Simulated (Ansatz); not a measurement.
# CrCl3 monolayer in a perpendicular field, part 3 of 3

Aim: how the CrCl3 monolayer screens a field along its normal, and what the field does to its bands. A positive field points along +c.

Ansatz 0.2.0; plane-wave DFT, r2SCAN-D4, Ansatz PAW.

So far, gap along the path (eV): 2.59 in steps 3, 4, 5, 6 and 7.

### Step 8. Response, atoms held

This step: plane-wave DFT, r2SCAN-D4, Ansatz PAW; response to a field along the normal, atoms held (Ansatz 0.2.0).

The dipoles give the slope, and the difference of two potentials shows where the field is screened.

Numbers from this step:

* equivalent conductor thickness p/(ε₀AE): 3.990 Å
* distance between the outer atoms: 2.671 Å

The dipole of the cell by applied field:

| applied field (V/Å) | dipole of the cell (e·Å) |
| --- | --- |
| -0.300 | -0.205 |
| -0.100 | -0.0683 |
| 0.000 | 0 |
| 0.100 | 0.0683 |
| 0.500 | 0.342 |

The total moment stays at 6 μB for applied field from -0.3 to 0.5 V/Å.

Local field over the applied field, running mean. From the potentials at -0.1 and 0.1 V/Å; running mean over 2.5 Å. The local field over applied field by z:

| z (Å) | local field over applied field |
| --- | --- |
| 4.5 | 1.000 |
| 5.0 | 0.999 |
| 5.5 | 0.996 |
| 6.0 | 0.987 |
| 6.5 | 0.956 |
| 7.0 | 0.879 |
| 7.5 | 0.742 |
| 8.0 | 0.573 |
| 8.5 | 0.403 |
| 9.0 | 0.273 |
| 9.5 | 0.193 |
| 10.0 | 0.155 |
| 10.5 | 0.149 |
| 11.0 | 0.177 |
| 11.5 | 0.239 |
| 12.0 | 0.353 |
| 12.5 | 0.513 |
| 13.0 | 0.687 |
| 13.5 | 0.837 |
| 14.0 | 0.936 |
| 14.5 | 0.980 |
| 15.0 | 0.994 |
| 15.5 | 0.999 |
| 16.0 | 1.000 |
| 16.5 | 1.000 |

Electrons, planar mean, per unit field. The induced electron density by z:

| z (Å) | induced electron density (e/Å³ per V/Å) |
| --- | --- |
| 4.5 | 7.5e-7 |
| 5.0 | 3.1e-6 |
| 5.5 | 1.2e-5 |
| 6.0 | 4.8e-5 |
| 6.5 | 1.8e-4 |
| 7.0 | 6.2e-4 |
| 7.5 | 0.00177 |
| 8.0 | 0.00346 |
| 8.5 | 0.00272 |
| 9.0 | 0.00125 |
| 9.5 | -5.0e-4 |
| 10.0 | -0.00104 |
| 10.5 | 4.4e-4 |
| 11.0 | 0.00123 |
| 11.5 | -7.7e-4 |
| 12.0 | -0.00205 |
| 12.5 | -0.00366 |
| 13.0 | -0.00236 |
| 13.5 | -9.1e-4 |
| 14.0 | -2.8e-4 |
| 14.5 | -7.6e-5 |
| 15.0 | -1.9e-5 |
| 15.5 | -4.9e-6 |
| 16.0 | -1.2e-6 |
| 16.5 | -3.0e-7 |

By hand: between -0.1 and 0.1 V/Å the dipole changes by 0.1366 e·Å, a slope of 0.6832 e·Å²/V. A perfect conductor of thickness t has p = ε₀AEt, so t = 180.95 × 0.6832 / 30.988 = 3.99 Å (e/ε₀ = 180.95 V·Å, A in Å²).

The induced dipole is that of a conductor 3.99 Å thick.

### Step 9. A changed input

This step: plane-wave DFT, r2SCAN-D4, Ansatz PAW (Ansatz 0.2.0).

An input spoilt on purpose, to show how the run answers: it repeats the earlier run at 0.1 V/Å with crystal.lattice to [[11.30402088, -0.0, 0.0], [-5.65201044, 9.78956925, 0.0], [0.0, 0.0, 39.0627437]], and scf.max_iter set to 60.

The cell differs from the one that the last finished run ended in (a 5.982 → 11.304 Å, b 5.982 → 11.304 Å, c 20.671 → 39.063 Å).

input.yaml

```yaml
crystal:
  lattice:
    - [11.30402088, 0.0, 0.0]
    - [-5.65201044, 9.78956925, 0.0]
    - [0.0, 0.0, 39.0627437]
  atoms:
    - { symbol: Cl, position: [0.6446888637, 0.0, 0.4353901771], spin: -0.01 }
    - { symbol: Cl, position: [0.0, 0.6446888637, 0.4353901771], spin: -0.01 }
    - { symbol: Cl, position: [0.3553111363, 0.3553111363, 0.4353901771], spin: -0.01 }
    - { symbol: Cr, position: [0.3333333333, 0.6666666667, 0.5], spin: 2.71 }
    - { symbol: Cr, position: [0.6666666667, 0.3333333333, 0.5], spin: 2.71 }
    - { symbol: Cl, position: [0.3553111363, 0.0, 0.5646098229], spin: -0.01 }
    - { symbol: Cl, position: [0.0, 0.3553111363, 0.5646098229], spin: -0.01 }
    - { symbol: Cl, position: [0.6446888637, 0.6446888637, 0.5646098229], spin: -0.01 }
magnetization:
  spin_polarized: true
kpoints:
  mp_grid: { grid: [12, 12, 1] }
  band_path:
    path: [[0, 0, 0], [0.5, 0, 0], [0.33333333, 0.33333333, 0], [0, 0, 0]]
    npoints: 16
hamiltonian:
  xc: r2scan
  dispersion: d4
scf:
  occupations: { method: fermi_dirac, width: 0.05 }
  convergence: { dr2_threshold: 1.0e-10 }
  max_iter: 60
efield:
  axis: 3
  dipole_correction: true
  ramp_position: 0.9381
  ramp_width: 0.1238
  amplitude: 0.1
output:
  write_potential: true
  write_density: true
  volumetric_format: npy
```

Started as:

```
ansatz run input.yaml --threads 4 --pin off --max-ram 12288MiB --backend cpu --events-out ev --progress --plain --runs-dir out
```

Numbers of over 12 decimals in the logs are rounded to 6 here.

What it wrote:

```text
Engine: ansatz 0.2.0, x86_64-unknown-linux-gnu
Pseudopotentials: kind: paw
Pseudopotential: Cl, paw, valence charge 7, recommended cutoff 500 eV (meta_gga), Cl.paw.azcp
Pseudopotential: Cr, paw, valence charge 14, recommended cutoff 500 eV (meta_gga), Cr.paw.azcp
Functional definition: r2SCAN
  parameter k0 = 0.174
  parameter k1 = 0.065
  parameter a1 = 4.9479
  exchange = r2scan_x(k0 = k0, k1 = k1, a1 = a1)
  correlation = r2scan_c
Crystal: 8 atoms, lattice volume = 4322.742 Å³
Basis set: ecut = 500 eV, 109829 PW (Γ), exchange–correlation on 360×360×1152 points (64 copies of the dense FFT grid, shifted against one another)
Bands: 46, of which v1, the nominal top of the filled ones, is band 35 counted from 1 (34 counted from 0)
Symmetry: 6 space group operations
k-points: 19 of 144 (time reversal used)
Non-local potential: Cl, projectors of the file, l = 0: 2, l = 1: 2, l = 2: 2
Non-local potential: Cr, projectors of the file, l = 0: 3, l = 1: 2, l = 2: 3, l = 3: 1
PAW form: soft (Blöchl's): semilocal exchange-correlation on the pseudo side does not see the compensation charge
PAW frozen core: Cl, regenerated for the run's functional (the file was generated under x = pbe(κ = 0.804, μ = 0.219515), c = pbe(β = 0.066725))
PAW frozen core: Cr, regenerated for the run's functional (the file was generated under x = pbe(κ = 0.804, μ = 0.219515), c = pbe(β = 0.066725))
PAW one-centre angular grid: Cl, 302 points (default); XC on 160 Gauss nodes
PAW one-centre angular grid: Cr, 590 points (default); XC on 160 Gauss nodes
Starting moments: Σ|m| = 5.48 μB on 8 of 8 sites
Initial wavefunctions: pseudopotential atomic-orbital guess
Functional: x = r2scan, c = r2scan; τ floored in thin density (d = 2e-4 eV/Å³)
SCF iter   1: F=—  HF=-13250.419869 eV  |F-HF|=—  |Δ(HF+E_count)|=         —  Δρ=1.50e-2 (↑7.69e-3 ↓1.50e-2)  dr2=6.53e1  dr2_τ=2.28e-1  dr2_m=9.27e-1  M=6.373 μB ∫|m|=7.073 μB  β_m=1.00  ethr=3.10e-3  p=0.000 e·Å  D=4.29e-9 V/Å  ΔV_dip=-0.00 eV  dr2_dipole=3.35e-2  V_vac-E_F(+/−)=8.44/5.74 eV  ⟨swp⟩=10.4  Hψ=7196  notcnv=0
Mixer restart at iter 1: flushing history
efield: sawtooth ramp at fractional position 0.9381 (set: `efield.ramp_position`, or a place that a band, a saddle search or an elastic batch's reference lends), width 0.1238; the density the first Hamiltonian is built on has a dipole p = 0.000 e·Å; the dipole correction subtracts the counter field D = 4.29e-9 V/Å, which shifts the + side's vacuum level by -0.00 eV against the − side's; the planar-averaged density in the ramp window peaks in size at 9.7e-8 e/Å³
preconditioner: auto → none  [metal: Δε(μ)=0.109 eV  Ē_g=2.894 eV  σ=0.050 eV  W_gap=0.49  n_scr=214 (ndim 8)  ℏωp=3.7 eV  f_vac=0.844  D(μ)=37.46/eV (n_scr^D=134)  sad-step TF]
[...]
SCF iter   6: F=—  HF=-13255.052604 eV  |F-HF|=—  |Δ(HF+E_count)|=   8.04e-1  Δρ=1.43e-3 (↑1.43e-3 ↓1.29e-3)  dr2=2.18e-1  dr2_τ=2.61e-3  dr2_m=2.81e-2  M=10.880 μB ∫|m|=12.681 μB  β_m=1.00  ethr=5.98e-4  p=0.319 e·Å  D=1.34e-2 V/Å  ΔV_dip=-0.52 eV  dr2_dipole=1.68e-4  V_vac-E_F(+/−)=9.44/7.26 eV  ⟨swp⟩=3.0  Hψ=2774  notcnv=0  defer=152  κ⁻¹=4.1e-4(r=5)
SCF iter   7: F=—  HF=-13256.603849 eV  |F-HF|=—  |Δ(HF+E_count)|=         —  Δρ=3.43e-3 (↑2.99e-3 ↓3.43e-3)  dr2=6.00e-1  dr2_τ=2.25e-2  dr2_m=2.34e-1  M=13.181 μB ∫|m|=13.558 μB  β_m=1.00  ethr=3.12e-4  p=0.326 e·Å  D=1.36e-2 V/Å  ΔV_dip=-0.53 eV  dr2_dipole=2.97e-3  V_vac-E_F(+/−)=8.99/6.82 eV  ⟨swp⟩=3.5  Hψ=2660  notcnv=0  defer=152  κ⁻¹=4.1e-4(r=5)
SCF iter   8: F=—  HF=-13256.409165 eV  |F-HF|=—  |Δ(HF+E_count)|=   1.95e-1  Δρ=4.69e-3 (↑4.69e-3 ↓1.94e-3)  dr2=1.61e0  dr2_τ=1.84e-2  dr2_m=2.73e-1  M=13.999 μB ∫|m|=14.358 μB  β_m=1.00  ethr=7.14e-5  p=0.371 e·Å  D=1.55e-2 V/Å  ΔV_dip=-0.61 eV  dr2_dipole=1.03e-4  V_vac-E_F(+/−)=9.21/7.11 eV  ⟨swp⟩=3.0  Hψ=3491  notcnv=0  defer=152  κ⁻¹=4.1e-4(r=5)
SCF iter   9: F=—  HF=-13256.370887 eV  |F-HF|=—  |Δ(HF+E_count)|=   3.83e-2  Δρ=2.22e-3 (↑2.22e-3 ↓1.24e-3)  dr2=5.42e-1  dr2_τ=5.11e-3  dr2_m=6.41e-2  M=13.939 μB ∫|m|=14.295 μB  β_m=1.00  ethr=7.14e-5  p=0.356 e·Å  D=1.49e-2 V/Å  ΔV_dip=-0.58 eV  dr2_dipole=2.68e-5  V_vac-E_F(+/−)=9.05/6.93 eV  ⟨swp⟩=4.0  Hψ=3991  notcnv=0  defer=153  κ⁻¹=3.3e-4(r=6)
[...]
SCF iter  17: F=—  HF=-13256.409726 eV  |F-HF|=—  |Δ(HF+E_count)|=   3.55e-5  Δρ=2.38e-5 (↑2.38e-5 ↓1.17e-5)  dr2=5.71e-5  dr2_τ=4.88e-7  dr2_m=6.95e-6  M=13.583 μB ∫|m|=13.960 μB  β_m=1.00  ethr=3.96e-8  p=0.379 e·Å  D=1.59e-2 V/Å  ΔV_dip=-0.62 eV  dr2_dipole=3.69e-7  V_vac-E_F(+/−)=8.91/6.82 eV  ⟨swp⟩=2.0  Hψ=3150  notcnv=0  defer=115  κ⁻¹=1.8e-6(r=8)
[...]
SCF iter  23: F=—  HF=-13256.409737 eV  |F-HF|=—  |Δ(HF+E_count)|=   6.03e-8  Δρ=3.25e-7 (↑3.25e-7 ↓3.17e-7)  dr2=7.63e-9  dr2_τ=1.47e-10  dr2_m=4.94e-10  M=13.578 μB ∫|m|=13.957 μB  β_m=1.00  ethr=1.45e-10  p=0.379 e·Å  D=1.59e-2 V/Å  ΔV_dip=-0.62 eV  dr2_dipole=1.85e-10  V_vac-E_F(+/−)=8.91/6.82 eV  ⟨swp⟩=2.0  Hψ=2858  notcnv=0  defer=115  κ⁻¹=1.4e-6(r=8)
SCF iter  24: F=—  HF=-13256.409737 eV  |F-HF|=—  |Δ(HF+E_count)|=   6.13e-9  Δρ=1.63e-7 (↑1.55e-7 ↓1.63e-7)  dr2=2.20e-9  dr2_τ=4.80e-11  dr2_m=7.35e-11  M=13.578 μB ∫|m|=13.957 μB  β_m=1.00  ethr=1.09e-11  p=0.379 e·Å  D=1.59e-2 V/Å  ΔV_dip=-0.62 eV  dr2_dipole=4.29e-11  V_vac-E_F(+/−)=8.91/6.82 eV  ⟨swp⟩=2.0  Hψ=3021  notcnv=0  defer=115  κ⁻¹=8.9e-6(r=8)
SCF iter  25: F=—  HF=-13256.409737 eV  |F-HF|=—  |Δ(HF+E_count)|=  9.66e-10  Δρ=9.99e-8 (↑9.99e-8 ↓7.40e-8)  dr2=8.82e-10  dr2_τ=1.01e-11  dr2_m=4.85e-11  M=13.578 μB ∫|m|=13.957 μB  β_m=1.00  ethr=3.15e-12  p=0.379 e·Å  D=1.59e-2 V/Å  ΔV_dip=-0.62 eV  dr2_dipole=1.27e-11  V_vac-E_F(+/−)=8.91/6.82 eV  ⟨swp⟩=2.2  Hψ=3133  notcnv=0  defer=116  κ⁻¹=3.2e-6(r=8)
SCF iter  26: F=—  HF=-13256.409737 eV  |F-HF|=—  |Δ(HF+E_count)|=  3.33e-10  Δρ=4.87e-8 (↑2.89e-8 ↓4.87e-8)  dr2=2.29e-10  dr2_τ=1.20e-12  dr2_m=1.83e-11  M=13.578 μB ∫|m|=13.957 μB  β_m=1.00  ethr=1.26e-12  p=0.379 e·Å  D=1.59e-2 V/Å  ΔV_dip=-0.62 eV  dr2_dipole=2.66e-12  V_vac-E_F(+/−)=8.91/6.82 eV  ⟨swp⟩=2.0  Hψ=3132  notcnv=0  defer=115  κ⁻¹=1.2e-4(r=8)
Error: SIGTERM received: cancelled by the caller after 26 completed SCF iterations
```

Run time: 10 min. Hardware: 4 threads of Intel Xeon Platinum 8488C (Sapphire Rapids), shared host; peak memory 10 GiB.

Residual by cycle:

cycle, log10 residual and a bar from the least value:
```
        1        1.8 ##############################
        3        0.6 ###########################
        6       -0.7 ########################
        8        0.2 ##########################
       10       -1.5 #####################
       12       -2.3 ###################
       15       -2.7 ##################
       17       -4.2 ##############
       19       -6.0 ##########
       21       -7.0 #######
       24       -8.7 ###
       26       -9.6
```

The run was cut off at its time limit.

After 26 cycles the residual stands at 2.3e-10.

The program's message: “Error: SIGTERM received: cancelled by the caller after 26 completed SCF iterations”

The fault put into the input: a lattice typed in bohr.

### Step 10. Varying the input: kpoints.mp_grid.shift = [0.5, 0.5, 0.0]

Another changed input: it repeats the earlier run at 0.1 V/Å with kpoints.mp_grid.shift to [0.5, 0.5, 0.0].

Edit input.yaml of step 9 so:

```diff
@@ -2,5 +2,5 @@
   lattice:
-    - [11.30402088, 0.0, 0.0]
-    - [-5.65201044, 9.78956925, 0.0]
-    - [0.0, 0.0, 39.0627437]
+    - [5.9818303191, 0.0, 0.0]
+    - [-2.9909151595, 5.1804170174, 0.0]
+    - [0.0, 0.0, 20.6711140327]
   atoms:
@@ -17,3 +17,3 @@
 kpoints:
-  mp_grid: { grid: [12, 12, 1] }
+  mp_grid: { grid: [12, 12, 1], shift: [0.5, 0.5, 0.0] }
   band_path:
@@ -27,3 +27,2 @@
   convergence: { dr2_threshold: 1.0e-10 }
-  max_iter: 60
 efield:
```

What it wrote:

```text
Warning: crystal.symmetry: narrowed to the stabiliser of the k-point mesh — unitary ops 6 → 2; excluded 4 operations that carry a point of the 12×12×1 mesh (shift [0.5, 0.5, 0]) off the mesh (the run samples exactly the mesh kpoints.mp_grid names, as under crystal.symmetry.detect: false, and its converged state has the mesh's symmetry, not the crystal's; ε∞, the Born charges and the force constants of a linear response (`dielectric:` by the response, `phonons.method: dfpt`) are averaged over those of the crystal's operations that the state keeps within a tolerance, where `mesh_tensors`, `unaveraged_element` or `gamma_mean_max_change_ev_ang2` stands beside them; [rest of the remark cut]
[...]
Crystal: 8 atoms, lattice volume = 640.564 Å³
Basis set: ecut = 500 eV, 16239 PW (Γ), exchange–correlation on 180×180×640 points (64 copies of the dense FFT grid, shifted against one another)
Bands: 46, of which v1, the nominal top of the filled ones, is band 35 counted from 1 (34 counted from 0)
Symmetry: 2 space group operations
k-points: 42 of 144 (time reversal used)
[...]
Starting moments: Σ|m| = 5.48 μB on 8 of 8 sites
[...]
SCF iter   1: F=—  HF=-13274.934413 eV  |F-HF|=—  |Δ(HF+E_count)|=         —  Δρ=2.49e-2 (↑1.84e-2 ↓2.49e-2)  dr2=1.14e1  dr2_τ=9.44e-2  dr2_m=5.40e-1  M=6.000 μB ∫|m|=6.293 μB  β_m=1.00  ethr=3.10e-3  p=0.000 e·Å  D=3.60e-14 V/Å  ΔV_dip=-0.00 eV  dr2_dipole=1.26e-2  V_vac-E_F(+/−)=5.36/3.61 eV  ⟨swp⟩=11.0  Hψ=18202  notcnv=0
[...]
SCF iter  18: F=-13279.193959 eV  HF=-13279.193959 eV  |F-HF|=5.46e-12  |Δ(HF+E_count)|=  3.82e-11  Δρ=8.24e-9 (↑7.58e-9 ↓8.24e-9)  dr2=7.58e-13  dr2_τ=1.76e-14  dr2_m=3.29e-14  M=6.000 μB ∫|m|=6.585 μB  ethr=1.00e-12  p=0.068 e·Å  D=1.93e-2 V/Å  ΔV_dip=-0.40 eV  dr2_dipole=1.81e-15  V_vac-E_F(+/−)=6.80/5.45 eV  ⟨swp⟩=14.4  Hψ=13356  notcnv=0
SCF 1 converged in 18 iterations: F = -13279.193959 eV  dr2 = 7.58e-13
[...]
SCF converged after 18 iterations
Magnetization: 6.0000 μB (38.0000 up, 32.0000 down)
Absolute magnetization: 6.5799 μB (∫|ρ↑−ρ↓|, with the PAW one-centre terms)
[...]
Per-site moments (μB) at R_I (Å): [(-0.011453, 0.968687), (-0.011453, 0.968687), (-0.011453, 0.968687), (2.706416, 0.968687), (2.706416, 0.968687), (-0.012047, 0.968687), (-0.012047, 0.968687), (-0.012047, 0.968687)]
Free energy (F): -13279.193959 eV
[...]
Internal energy: -13279.193959 eV  (E = F + TS)
E sigma→0 (E₀):  -13279.193959 eV
Fermi energy:    -3.129093 eV
Dipole field:    D = 0.019300 V/Å  (p = 0.068323 e·Å, saw-weighted, corrected)
Work function:   not extracted (applied field tilts the vacuum); planar V_es + V_field profile in the machine report
[...]
--- Band table (eV; the first three rows and the last of 84) ---
  k-point 0 ↑: bands = [... 31 lower, -5.4483, -5.3665, -4.8867, -4.8835, -4.8333, -4.6219, -4.6126, -1.7641, ... 7 higher]
  k-point 1 ↑: bands = [... 31 lower, -5.5052, -5.2965, -4.9093, -4.8878, -4.7993, -4.5972, -4.5587, -1.7676, ... 7 higher]
  k-point 2 ↑: bands = [... 31 lower, -5.5386, -5.2552, -4.9309, -4.8941, -4.7694, -4.5842, -4.4940, -1.7712, ... 7 higher]
  k-point 41 ↓: bands = [... 31 lower, -5.2557, -1.2407, -1.1415, -0.8598, -0.7818, -0.5922, -0.5382, -0.3667, ... 7 higher]
```

Run time: 2.9 min. Hardware: 4 threads; peak memory 4.5 GiB; 11 min of CPU time.

This step gave:

| Item | Value |
| --- | --- |
| site moments | -0.01145, -0.01145, -0.01145, 2.706, 2.706, -0.01205, -0.01205, -0.01205 μB |
| gap on the k-mesh | 2.597 eV |
| dipole along the normal | 0.06832 e·Å |
| gap along the path | 2.594 eV |
| gap, the smaller of path and mesh | 2.594 eV |

Deep bands are left out, so band numbers here count from the lowest band kept and differ from the log's. Electronic bands along the path, in eV, zero at the Fermi level of the run, which the smearing sets inside the gap; # counts the bands kept:

| point | up #24 | up #25 | up #26 | up #27 | down #17 | down #18 | down #19 | down #20 |
| --- | --- | --- | --- | --- | --- | --- | --- | --- |
| Γ | -1.50 | 1.37 | 1.37 | 1.56 | -2.11 | -2.11 | 2.12 | 2.12 |
| halfway | -1.35 | 1.36 | 1.39 | 1.42 | -2.32 | -2.20 | 2.01 | 2.13 |
| M | -1.26 | 1.35 | 1.40 | 1.42 | -2.32 | -2.12 | 1.88 | 1.98 |
| halfway | -1.32 | 1.35 | 1.38 | 1.42 | -2.32 | -2.22 | 1.91 | 1.96 |
| K | -1.45 | 1.35 | 1.40 | 1.40 | -2.32 | -2.32 | 1.94 | 1.94 |
| halfway | -1.36 | 1.34 | 1.40 | 1.41 | -2.32 | -2.28 | 2.02 | 2.07 |
| Γ | -1.50 | 1.37 | 1.37 | 1.56 | -2.11 | -2.11 | 2.12 | 2.12 |

| quantity | this run | earlier run | difference |
| --- | --- | --- | --- |
| dipole along the normal (e·Å) | 0.06832 | 0.06832 | -5.3e-9 |
| gap along the path (eV) | 2.594 | 2.594 | 0 |
| gap on the k-mesh (eV) | 2.597 | 2.597 | -3.3e-4 |
| total moment (μB) | 6.000 | 6.000 | 7.1e-15 |

Nothing in the table moves by 0.01 in its unit (for the dipole 0.5 % and 5e-5 e·Å).

### Step 11. Outcome

| Item | Value |
| --- | --- |
| gap without field | 2.59 eV |
| ionisation energy, upper face | 7.42 eV |
| electron affinity, upper face | 4.83 eV |
| equivalent conductor thickness, atoms held | 3.99 Å |

In words: The induced dipole equals that of a perfect conductor 3.99 Å thick, while the outer atoms lie 2.67 Å apart; an out-of-plane ε follows only once a thickness t is chosen, by 1 − 1/ε = 3.99 Å / t. The gap stays within 0.01 eV of 2.59 eV over the fields run, up to 0.5 V/Å in size. Semilocal functionals give gaps that are too small, and excitons are not included. The magnetic order is the one reached from the typed start; other orders were not compared.

[Logs are printed without paths, hosts, clocks, repeated set-up lines and the standing remarks that a program may print on its own settings, such as how far it seeks lower states.]

[Hosts, paths, dates, database ids (printed as entryN), source tags and the programs' standing remarks are cut or masked in the printed files.]

[Maps of the electrostatic potential energy from Ansatz leave out the sawtooth potential of an applied field or a dipole correction, so their vacuum need not be flat; planar profiles and work functions include it.]
